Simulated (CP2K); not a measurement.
Ethyl formate has these distinct O atoms: O3 (bonded to 2 C) and O5 (bonded to C).

```xyz
11

C    -1.5872    0.2527    0.2743
C    -0.2321   -0.4084    0.1378
O     0.7140    0.6083   -0.3318
C     1.9952    0.2023   -0.4651
O     2.4152   -0.9156   -0.2427
H    -2.3244   -0.4889    0.6109
H    -1.5615    1.0683    1.0085
H    -1.9283    0.6617   -0.6856
H    -0.2390   -1.2326   -0.5881
H     0.1393   -0.8034    1.0929
H     2.6088    1.0556   -0.8111
```

Their partial O K spectra (CP2K XAS_TDP, all-electron GAPW, PBEh(45%), aug-cc-pVDZ, TDA, GW2X-corrected core level, no relativity) are given in random order, each times the number of alike atoms.

Gaussian full width 0.5 eV, oscillator strength per eV, alike atoms added, rows of zeros left out:

```
E (eV)  curve 1  curve 2
531.75    0.001    0.000
532.00    0.018    0.000
532.25    0.066    0.000
532.50    0.062    0.000
532.75    0.015    0.000
533.00    0.001    0.000
534.75    0.000    0.007
535.00    0.000    0.030
535.25    0.000    0.031
535.50    0.000    0.008
535.75    0.000    0.001
536.50    0.001    0.000
536.75    0.001    0.009
537.00    0.001    0.044
537.25    0.002    0.055
537.50    0.002    0.019
537.75    0.006    0.005
538.00    0.009    0.005
538.25    0.006    0.003
538.50    0.004    0.005
538.75    0.006    0.012
539.00    0.007    0.010
539.25    0.010    0.010
539.50    0.012    0.025
539.75    0.009    0.031
540.00    0.010    0.012
540.25    0.010    0.005
540.50    0.012    0.010
540.75    0.011    0.010
541.00    0.004    0.008
541.25    0.002    0.017
541.50    0.008    0.031
541.75    0.014    0.025
542.00    0.021    0.021
542.25    0.034    0.019
542.50    0.034    0.012
542.75    0.011    0.005
543.00    0.001    0.001
543.25    0.001    0.001
543.50    0.001    0.004
```

Question: Which curve belongs to which atom?

Curve 1: O5 (bonded to C), leading line at 532.36 eV (f = 0.041 an atom), ionisation energy 538.02 eV, term value 5.66 eV. Curve 2: O3 (bonded to 2 C), leading line at 535.13 eV (f = 0.019 an atom), ionisation energy 539.11 eV, term value 3.98 eV. The leading line of an atom is its first one with 35 % of the strongest within 2.5 eV of its lowest line over the strength cut. A line lies at the core ionisation energy, which rises as an atom loses charge to its neighbours or to a π system, less the term value, which is large for a low π* or σ* orbital with weight on that atom.

[Banner, clock and machine lines of the logs are left out without a mark of their own.]

[Logs are printed without paths, hosts, clocks, repeated set-up lines and the standing remarks that a program may print on its own settings, such as how far it seeks lower states.]

[Hosts, paths, dates, database ids (printed as entryN), source tags and the programs' standing remarks are cut or masked in the printed files.]
